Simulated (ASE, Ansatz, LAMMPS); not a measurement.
## (5,5) carbon nanotube bundle (120 atoms): support functions against a reference

Aim: test how closely localised support functions follow the reference on (5,5) carbon nanotube bundle (120 atoms), and at what cost. A setting counts as converged where the r.m.s. difference of forces stays under 1 % of the r.m.s. force.

Program: Ansatz 0.2.0. Level of theory: Kohn-Sham DFT, PBE+D4, PAW (set soft_2), plane waves. Results are calculated unless marked as measured.

## 1. Starting point

The cell holds 120 atoms: 120 C. Cell: a = 10.081 Å, b = 10.081 Å, c = 14.581 Å, α = 90.0°, β = 90.0°, γ = 120.0°. It derives from C (graphene). Graphene sheet (a = 2.46 Å) rolled into a (5,5) tube of diameter 6.78 Å, 6 periods, hexagonal bundle with 3.3 Å between walls; minimised with a classical potential (one cell length free).

## 2. The classical run that made the cell

A minimisation with a classical potential prepares the built cell.

This step: classical potential: AIREBO (Stuart, Tutein and Harrison, J. Chem. Phys. 112, 6472 (2000)) (LAMMPS stable Jul 2025 - Update 4).

The input, in.lammps:

```
units metal
atom_style atomic
boundary p p p
atom_modify map array
read_data structure.data
pair_style airebo 3.0 1 1
pair_coeff * * CH.airebo C
thermo_style custom step temp pe press lx ly lz fmax
thermo 200
min_style cg
minimize 0 1e-4 3000 30000
fix box all box/relax z 0.0 vmax 0.001
minimize 0 1e-4 3000 30000
unfix box
minimize 0 1e-4 2000 20000
write_data relaxed.data nocoeff
```

Started as:

```sh
$ lmp -in in.lammps -log log.lammps -screen none -nocite
```

Numbers of over 12 decimals in the logs are rounded to 6 here.

Output:

```text
LAMMPS (22 Jul 2025 - Update 4)
  120 atoms
   Step          Temp          PotEng         Press            Lx             Ly             Lz            Fmax     
         0   0             -881.25066     -54977.334      10.081345      8.7307012      14.76          0.28007167   
        54   0             -881.40844     -36130.28       10.081345      8.7307012      14.76          1.4248784e-05
Loop time of 1.03567 on 1 procs for 54 steps with 120 atoms
Minimization stats:
  Stopping criterion = force tolerance
  Energy initial, next-to-last, final = 
     -881.250660709364  -881.408435428805  -881.408435429077
  Force two-norm initial, final = 3.10904 8.1046301e-05
  Force max component initial, final = 0.28007167 1.4248784e-05
  Iterations, force evaluations = 54 108
   Step          Temp          PotEng         Press            Lx             Ly             Lz            Fmax     
        54   0             -881.40844     -36130.28       10.081345      8.7307012      14.76          1.4248783e-05
       200   0             -881.85614     -6133.8424      10.081345      8.7307012      14.58077       0.00018016865
       234   0             -881.85614     -6133.5921      10.081345      8.7307012      14.580767      1.0963524e-05
Loop time of 3.26364 on 1 procs for 180 steps with 120 atoms
Minimization stats:
  Stopping criterion = force tolerance
  Energy initial, next-to-last, final = 
     -881.408435429077  -881.856144151169  -881.856144151205
  Force two-norm initial, final = 72.581175 9.6184153e-05
  Force max component initial, final = 72.581175 2.6153443e-05
  Iterations, force evaluations = 180 350
   Step          Temp          PotEng         Press            Lx             Ly             Lz            Fmax     
       234   0             -881.85614     -6133.5921      10.081345      8.7307012      14.580767      1.0963524e-05
       235   0             -881.85614     -6133.6766      10.081345      8.7307012      14.580767      1.2336561e-05
Loop time of 0.0310276 on 1 procs for 1 steps with 120 atoms
Minimization stats:
  Stopping criterion = force tolerance
  Energy initial, next-to-last, final = 
     -881.856144151205  -881.856144151205  -881.856144151309
  Force two-norm initial, final = 9.256019e-05 9.2436498e-05
  Force max component initial, final = 1.0963524e-05 1.2336561e-05
  Iterations, force evaluations = 1 2
```

Run time: 5.4 s. Hardware: 1 thread of Intel Xeon at 2.80GHz (Skylake/Cascade Lake), shared host.

## 3. Plane-wave single point

This run is the reference for what follows, at a cutoff of 420 eV.

The input, input.yaml:

```yaml
crystal:
  lattice:
    - [10.08135, 0.0, 0.0]
    - [-5.04067, 8.7307, 0.0]
    - [0.0, 0.0, 14.58077]
  atoms:
    - { symbol: C, position: [0.37024, 0.08051, 0.08948] }
    - { symbol: C, position: [0.38666, 0.15742, 0.00615] }
    - { symbol: C, position: [0.36773, 0.28642, 0.00615] }
    - { symbol: C, position: [0.33426, 0.33344, 0.08948] }
    - { symbol: C, position: [0.22693, 0.3837, 0.08948] }
    - { symbol: C, position: [0.15677, 0.3837, 0.17281] }
    - { symbol: C, position: [0.99918, 0.33344, 0.00615] }
    - { symbol: C, position: [0.91869, 0.28642, 0.08948] }
    - { symbol: C, position: [0.77076, 0.15742, 0.08948] }
    - { symbol: C, position: [0.71027, 0.08051, 0.17281] }
    - { symbol: C, position: [0.62976, 0.91949, 0.00615] }
    - { symbol: C, position: [0.61334, 0.84258, 0.08948] }
    - { symbol: C, position: [0.63227, 0.71358, 0.08948] }
    - { symbol: C, position: [0.66574, 0.66656, 0.17281] }
    - { symbol: C, position: [0.77307, 0.6163, 0.17281] }
    - { symbol: C, position: [0.84323, 0.6163, 0.08948] }
    - { symbol: C, position: [0.00082, 0.66656, 0.08948] }
    - { symbol: C, position: [0.08131, 0.71358, 0.17281] }
    - { symbol: C, position: [0.22924, 0.84258, 0.17281] }
    - { symbol: C, position: [0.28973, 0.91949, 0.08948] }
    - { symbol: C, position: [0.37024, 0.08051, 0.25615] }
    - { symbol: C, position: [0.38666, 0.15742, 0.17281] }
    - { symbol: C, position: [0.36773, 0.28642, 0.17281] }
    - { symbol: C, position: [0.33426, 0.33344, 0.25615] }
    - { symbol: C, position: [0.22693, 0.3837, 0.25615] }
    - { symbol: C, position: [0.15677, 0.3837, 0.33948] }
    - { symbol: C, position: [0.99918, 0.33344, 0.17281] }
    - { symbol: C, position: [0.91869, 0.28642, 0.25615] }
    - { symbol: C, position: [0.77076, 0.15742, 0.25615] }
    - { symbol: C, position: [0.71027, 0.08051, 0.33948] }
    - { symbol: C, position: [0.62976, 0.91949, 0.17281] }
    - { symbol: C, position: [0.61334, 0.84258, 0.25615] }
    - { symbol: C, position: [0.63227, 0.71358, 0.25615] }
    - { symbol: C, position: [0.66574, 0.66656, 0.33948] }
    - { symbol: C, position: [0.77307, 0.6163, 0.33948] }
    - { symbol: C, position: [0.84323, 0.6163, 0.25615] }
    - { symbol: C, position: [0.00082, 0.66656, 0.25615] }
    - { symbol: C, position: [0.08131, 0.71358, 0.33948] }
    - { symbol: C, position: [0.22924, 0.84258, 0.33948] }
    - { symbol: C, position: [0.28973, 0.91949, 0.25615] }
    - { symbol: C, position: [0.37024, 0.08051, 0.42281] }
    - { symbol: C, position: [0.38666, 0.15742, 0.33948] }
    - { symbol: C, position: [0.36773, 0.28642, 0.33948] }
    - { symbol: C, position: [0.33426, 0.33344, 0.42281] }
    - { symbol: C, position: [0.22693, 0.3837, 0.42281] }
    - { symbol: C, position: [0.15677, 0.3837, 0.50615] }
    - { symbol: C, position: [0.99918, 0.33344, 0.33948] }
    - { symbol: C, position: [0.91869, 0.28642, 0.42281] }
    - { symbol: C, position: [0.77076, 0.15742, 0.42281] }
    - { symbol: C, position: [0.71027, 0.08051, 0.50615] }
    - { symbol: C, position: [0.62976, 0.91949, 0.33948] }
    - { symbol: C, position: [0.61334, 0.84258, 0.42281] }
    - { symbol: C, position: [0.63227, 0.71358, 0.42281] }
    - { symbol: C, position: [0.66574, 0.66656, 0.50615] }
    - { symbol: C, position: [0.77307, 0.6163, 0.50615] }
    - { symbol: C, position: [0.84323, 0.6163, 0.42281] }
    - { symbol: C, position: [0.00082, 0.66656, 0.42281] }
    - { symbol: C, position: [0.08131, 0.71358, 0.50615] }
    - { symbol: C, position: [0.22924, 0.84258, 0.50615] }
    - { symbol: C, position: [0.28973, 0.91949, 0.42281] }
    - { symbol: C, position: [0.37024, 0.08051, 0.58948] }
    - { symbol: C, position: [0.38666, 0.15742, 0.50615] }
    - { symbol: C, position: [0.36773, 0.28642, 0.50615] }
    - { symbol: C, position: [0.33426, 0.33344, 0.58948] }
    - { symbol: C, position: [0.22693, 0.3837, 0.58948] }
    - { symbol: C, position: [0.15677, 0.3837, 0.67281] }
    - { symbol: C, position: [0.99918, 0.33344, 0.50615] }
    - { symbol: C, position: [0.91869, 0.28642, 0.58948] }
    - { symbol: C, position: [0.77076, 0.15742, 0.58948] }
    - { symbol: C, position: [0.71027, 0.08051, 0.67281] }
    - { symbol: C, position: [0.62976, 0.91949, 0.50615] }
    - { symbol: C, position: [0.61334, 0.84258, 0.58948] }
    - { symbol: C, position: [0.63227, 0.71358, 0.58948] }
    - { symbol: C, position: [0.66574, 0.66656, 0.67281] }
    - { symbol: C, position: [0.77307, 0.6163, 0.67281] }
    - { symbol: C, position: [0.84323, 0.6163, 0.58948] }
    - { symbol: C, position: [0.00082, 0.66656, 0.58948] }
    - { symbol: C, position: [0.08131, 0.71358, 0.67281] }
    [... 36 atom lines left out ...]
    - { symbol: C, position: [0.77307, 0.6163, 0.00615] }
    - { symbol: C, position: [0.84323, 0.6163, 0.92281] }
    - { symbol: C, position: [0.00082, 0.66656, 0.92281] }
    - { symbol: C, position: [0.08131, 0.71358, 0.00615] }
    - { symbol: C, position: [0.22924, 0.84258, 0.00615] }
    - { symbol: C, position: [0.28973, 0.91949, 0.92281] }
kpoints:
  mp_grid: { grid: [2, 2, 1] }
hamiltonian:
  xc: pbe
  dispersion: d4
scf:
  occupations: { method: gaussian, width: 0.025 }
output:
  forces: true
  stress: true
  populations: true
  dos:
    method: { smearing: { sigma: 0.15 } }
    de: 0.1
    projected: { site_lists: { C: [C] } }
  eigenvalues: true
  write_density: true
  write_potential: true
  volumetric_format: npy
```

Started as:

```sh
$ ansatz run input.yaml --threads 8 --pin off --max-ram 15872MiB --backend cpu --events-out ev --progress --plain --runs-dir out
```

Output:

```text
Warning: the atoms were moved onto the symmetric positions of the space group found under crystal.symmetry.tolerance 1.0e-5 (fractional; no operation is sought that the atoms, as they stand in a round, miss by more than twice it, and no atom is moved by as much as it), and the run uses the moved positions. [...]
Engine: ansatz 0.2.0, aarch64-unknown-linux-gnu
Pseudopotentials: kind: paw
Pseudopotential: C, paw, valence charge 4, recommended cutoff 420 eV (normal), C.paw.azcp
[... 5 lines on functional and potentials left out ...]
Crystal: 120 atoms, lattice volume = 1283.359 Å³
Basis set: ecut = 420 eV, 25093 PW (Γ), exchange–correlation on 144×144×200 points (8 copies of the dense FFT grid, shifted against one another)
Bands: 360, of which v1, the nominal top of the filled ones, is band 240 counted from 1 (239 counted from 0)
Symmetry: 48 space group operations
Space group: Cmcm (ITA 63), of the structure as read, at distance tolerance 1.1e-4 Å
k-points: 3 of 4
[... 3 lines on functional and potentials left out ...]
Initial density: superposition of atomic densities (neutral atoms: chi_scale 0, normalization atom), corrected by the library's trained network
Initial wavefunctions: pseudopotential atomic-orbital guess
Functional: x = pbe(κ = 0.804, μ = 0.219515), c = pbe(β = 0.066725)
SCF iter   1: F=—  HF=-30106.831767 eV  |F-HF|=—  |Δ(HF+E_count)|=         —  Δρ=4.82e-3  dr2=2.23e-1  ethr=1.77e-3  ⟨swp⟩=7.0  Hψ=4856  notcnv=0  defer=238
preconditioner: auto → LDOS  [insulator: Δε(μ)=0.091 eV  Ē_g=15.319 eV  σ=0.025 eV  W_gap=0.99  n_scr=286 (ndim 8)  ℏωp=22.7 eV  f_vac=0.207  D(μ)=1.60/eV (n_scr^D=2)  ε∞_Penn≈3.2  β→1.0]
SCF iter   2: F=—  HF=-30107.011315 eV  |F-HF|=—  |Δ(HF+E_count)|=   1.80e-1  Δρ=2.59e-3  dr2=2.64e-1  ethr=4.65e-5  ⟨swp⟩=3.0  Hψ=1944  notcnv=0  defer=333
preconditioner: auto → Resta (q_TF=auto, 2.316 Å⁻¹)  ε∞=3.2  [insulator: Δε(μ)=0.100 eV  Ē_g=15.335 eV  σ=0.025 eV  W_gap=1.00  n_scr=286 (ndim 8)  ℏωp=22.7 eV  f_vac=0.205  D(μ)=0.83/eV (n_scr^D=0)  ε∞_Penn≈3.2  β→0.5]
SCF iter   3: F=—  HF=-30106.928843 eV  |F-HF|=—  |Δ(HF+E_count)|=   8.25e-2  Δρ=1.10e-3  dr2=1.13e-2  ethr=4.65e-5  ⟨swp⟩=2.0  Hψ=1305  notcnv=0  defer=333
SCF iter   4: F=—  HF=-30106.938106 eV  |F-HF|=—  |Δ(HF+E_count)|=   9.26e-3  Δρ=1.78e-4  dr2=6.47e-4  ethr=2.36e-6  ⟨swp⟩=2.0  Hψ=1371  notcnv=0  defer=333
SCF iter   5: F=—  HF=-30106.938103 eV  |F-HF|=—  |Δ(HF+E_count)|=   3.43e-6  Δρ=8.46e-5  dr2=1.07e-4  ethr=1.35e-7  ⟨swp⟩=2.0  Hψ=1178  notcnv=0  defer=333
SCF iter   6: F=—  HF=-30106.938180 eV  |F-HF|=—  |Δ(HF+E_count)|=   7.70e-5  Δρ=3.23e-5  dr2=3.44e-5  ethr=2.23e-8  ⟨swp⟩=2.0  Hψ=1299  notcnv=0  defer=333
SCF iter   7: F=—  HF=-30106.936601 eV  |F-HF|=—  |Δ(HF+E_count)|=   1.58e-3  Δρ=1.07e-5  dr2=1.86e-6  ethr=7.17e-9  ⟨swp⟩=2.0  Hψ=1148  notcnv=0  defer=333
SCF iter   8: F=—  HF=-30106.936596 eV  |F-HF|=—  |Δ(HF+E_count)|=   4.16e-6  Δρ=5.79e-6  dr2=5.59e-7  ethr=3.88e-10  ⟨swp⟩=2.0  Hψ=1467  notcnv=0  defer=333
SCF iter   9: F=-30106.936596 eV  HF=-30106.936596 eV  |F-HF|=4.48e-8  |Δ(HF+E_count)|=   6.57e-7  Δρ=1.00e-6  dr2=1.68e-8  ethr=2.08e-11  ⟨swp⟩=25.0  Hψ=12566  notcnv=0
SCF 1 converged in 9 iterations: F = -30106.936596 eV  dr2 = 1.68e-8
  greatest PAW one-centre occupation: 0.681 electrons in one spin orbital (limit 2), on the C atom at site 116 (counted from 0), in its partial waves of l = 0
WARN: The input density's exchange-correlation potential varies sharply where the density is thin. Do not read a vacuum level from v_tot or v_xc, or from such a field of the output density. On a cell that repeats whose density bears no net charge and no dipole along the vacuum's axis use v_es (v_loc + v_h of the components); [...]
SCF converged after 9 iterations
Free energy (F): -30106.936596 eV
Harris-Foulkes:  -30106.936596 eV  (|F-HF|=4.48e-8)
Internal energy: -30106.936183 eV  (E = F + TS)
E sigma→0 (E₀):  -30106.936390 eV
Entropy (-TS):   -0.000412 eV (-0.003 meV/atom)
Fermi energy:    5.163680 eV
--- Per-component energies (eV) ---
  E_band       = -2017.580092
  E_kinetic    = 11055.818246
  E_local      = -28808.970763  (includes V_loc(G=0)·N_el)
  E_nonlocal   = 3312.775883
  E_hartree    = 10215.495887
  E_xc         = -5794.065349
  E_vxc        = -7175.524186  (∫ρ·V_xc dr)
  E_paw        = -11934.637273  (= ΣΔE_a)
  E_vpaw       = -832.662620  (= ΣTr[D̂ρ^β])
  E_aug_tail   = 0.001044  (compensation charges beyond the density's cutoff)
  E_ewald      = -8135.883466
  E_disp       = -17.470392  (pairwise vdW)
  E_smearing   = -0.000412  (= −TS)
  E_closure    = -0.000000  (closes the sum)
  Σ components = -30106.936596   (vs F -30106.936596, Δ=0.00e0)
--- Forces (eV/Å), atoms counted from 1 ---
  atom   1  C      0.34706429    -0.28321905     0.00000000
  atom   2  C      0.06877908     0.39519823     0.00000000
  atom   3  C      0.47170905    -0.04574801     0.00000000
  atom   4  C     -0.17185000     0.44976022     0.00000000
  atom   5  C      0.38073866     0.21125997     0.00000000
  atom   6  C     -0.38073854     0.21126019     0.00000000
  atom   7  C      0.17185026     0.44976012     0.00000000
  atom   8  C     -0.47170908    -0.04574774     0.00000000
  atom   9  C     -0.06877886     0.39519827     0.00000000
  atom  10  C     -0.34706445    -0.28321885     0.00000000
  atom  11  C     -0.34706429     0.28321905    -0.00000000
  atom  12  C     -0.06877908    -0.39519823     0.00000000
  atom  13  C     -0.47170905     0.04574801     0.00000000
  atom  14  C      0.17185000    -0.44976022     0.00000000
[...]
atom 119  C      0.06877886    -0.39519827     0.00000000
  atom 120  C      0.34706445     0.28321885    -0.00000000
  max |Σ_I F_I| component: 1.61e-15 eV/Å
--- Stress (GPa, compression-positive) ---
        5.773771       0.000000       0.000000
        0.000000       5.906466       0.000000
       -0.000000       0.000000      15.962690
  P = ⅓ Tr σ = 9.2143 GPa (92.143 kbar)
--- Band table (eV) ---
  k-point 0: bands = ["-14.9980", "-14.6700", "-14.6592", "-14.4900", [... 344 levels ...], "13.9719", "13.9907", "13.9907", "14.3262", "14.3262", "14.3439", "14.3439", "14.3584", "14.3584", "14.5126", "14.5126", "14.5371"]
  k-point 1: bands = ["-14.9595", "-14.7271", "-14.6772", "-14.4525", [... 344 levels ...], "13.9495", "14.0760", "14.0760", "14.1806", "14.1806", "14.2954", "14.2954", "14.3314", "14.3314", "14.3377", "14.3991", "14.3991"]
  k-point 2: bands = ["-14.9581", "-14.7219", "-14.6849", "-14.4512", [... 344 levels ...], "14.0480", "14.1430", "14.1430", "14.2158", "14.2158", "14.2890", "14.2890", "14.3813", "14.4913", "14.4913", "14.5782", "14.5782"]
--- Löwdin populations: 120 sites ---
  site symbol       q [e]
     0      C      3.9609
     1      C      3.9594
     2      C      3.9608
[...]
119      C      3.9609
  spilling = 0.009960 (of n_electrons = 480.000000)
```

Wall time 63 s (8 threads of Arm Neoverse N1, shared host); peak memory 6.3 GiB.

Reading the cycles: dr2 is the Hartree energy of the density residual (eV), the measure of convergence; HF is the Harris–Foulkes estimate of the energy, which meets the free energy F at convergence.

The program notes that positions were snapped to a detected symmetry and the exchange-correlation potential is rough where the density is thin.

Numbers from this run:

```
free energy                : -30106.9366 eV
free energy per atom       : -250.8911 eV/atom
SCF cycles                 : 9
pressure                   : 9.214 GPa
r.m.s. force component     : 0.2592 eV/Å
longest force              : 0.4815 eV/Å
Fermi energy               : 5.164 eV
spilling of the projection : 0.00996
```

Length of the force by element:

| element | coordination | atoms | mean length of the force (eV/Å) | spread | least | most |
| --- | --- | --- | --- | --- | --- | --- |
| C | all | 120 | 0.448 | 0.0288 | 0.401 | 0.481 |

The mean of these charges, 0.040 e, is only the charge that the projection spills.

Löwdin charges by element (they lack the spilled electrons, 0.040 e an atom on average):

| element | coordination | atoms | mean charge (e) | spread | least | most |
| --- | --- | --- | --- | --- | --- | --- |
| C | all | 120 | 0.0398 | 7.0e-4 | 0.0391 | 0.0408 |

States in the cell by windows of 1 eV, zero at the Fermi level; the larger projections on atomic orbitals stand beside the total:

| from (eV) | to (eV) | total | C p | C s |
| --- | --- | --- | --- | --- |
| -14 | -13 | 13.9 | 9.7 | 4.0 |
| -13 | -12 | 17.9 | 11.0 | 6.7 |
| -12 | -11 | 27.9 | 19.6 | 8.0 |
| -11 | -10 | 15.1 | 11.4 | 3.5 |
| -10 | -9 | 22.5 | 18.8 | 3.5 |
| -9 | -8 | 30.1 | 26.1 | 3.6 |
| -8 | -7 | 49.6 | 45.3 | 3.6 |
| -7 | -6 | 42.2 | 41.0 | 0.9 |
| -6 | -5 | 37.7 | 35.6 | 1.8 |
| -5 | -4 | 40.5 | 39.6 | 0.7 |
| -4 | -3 | 26.0 | 25.8 | 0.2 |
| -3 | -2 | 24.5 | 24.2 | 0.2 |
| -2 | -1 | 13.0 | 12.9 | 0.0 |
| -1 | 0 | 4.2 | 4.2 | 0.0 |
| 0 | 1 | 3.9 | 3.8 | 0.0 |
| 1 | 2 | 22.2 | 21.1 | 0.4 |
| 2 | 3 | 27.9 | 25.9 | 0.4 |
| 3 | 4 | 16.0 | 11.1 | 0.9 |
| 4 | 5 | 22.1 | 14.4 | 1.2 |

Between -21 and -14 eV lie 115 more states.

The levels nearest the highest filled one (over half full), pooled over k-points and spins:

| level less the highest filled one (eV) | occupation |
| --- | --- |
| -0.249 | 2 |
| -0.249 | 2 |
| -0.137 | 2 |
| -0.137 | 2 |
| 0 | 1.99 |
| 0 | 1.99 |
| 0.094 | 0.008 |
| 0.094 | 0.008 |
| 0.320 | 0 |
| 0.320 | 0 |
| 0.507 | 0 |
| 0.507 | 0 |

Electrostatic potential energy in the cb plane at fractional x = 0.368, with atoms of C within 0.2 Å of it. With pseudopotentials it is smooth inside the atoms' cores, unlike the true potential.

Ten even steps from '0' (-62 eV) to '9' (9 eV), each cell a mean:
```
99877899987899998789999878999987899987789
99988999988899998889999888999988899998889
99999999999999999999999999999999999999999
99999999999999999999999999999999999999999
99999999999999999999999999999999999999999
99999999999999999999999999999999999999999
99999999999999999999999999999999999999999
99999999999999999999999999999999999999999
99999999999999999999999999999999999999999
99999999999999999999999999999999999999999
99999999999999999999999999999999999999999
99999999999999999999999999999999999999999
99999999999999999999999999999999999999999
99988999998899999889999889999988999998899
98744799864589986358998536899853689974478
56511665641266564036667303756620465661156
02655610265651036564004656401565630165562
03788721388862148885115888511688841278873
56899865789986578998557999756899875689987
14788731488872158886226888512688851378884
02655620365661046565105656401565630165563
56400565630156563016556202655510365650046
88511688841268884127887213788721488861158
99877899986789997678998767999876899987789
```
Columns run along c (14.6 Å; values clipped at the 3rd and 97th percentile), rows up along b (10.1 Å). Atoms in or near the plane, at fractional coordinates: C at (0.09, 0.08), C at (0.01, 0.16), C at (0.01, 0.29), C at (0.26, 0.08), C at (0.17, 0.16), C at (0.17, 0.29), C at (0.42, 0.08), C at (0.34, 0.16), C at (0.34, 0.29), C at (0.59, 0.08), C at (0.51, 0.16), C at (0.51, 0.29), C at (0.76, 0.08), C at (0.67, 0.16) and more.

(Continued in part 2 of 2.)

[Logs are printed without paths, hosts, clocks, repeated set-up lines and the standing remarks that a program may print on its own settings, such as how far it seeks lower states.]

[Hosts, paths, dates, database ids (printed as entryN), source tags and the programs' standing remarks are cut or masked in the printed files.]
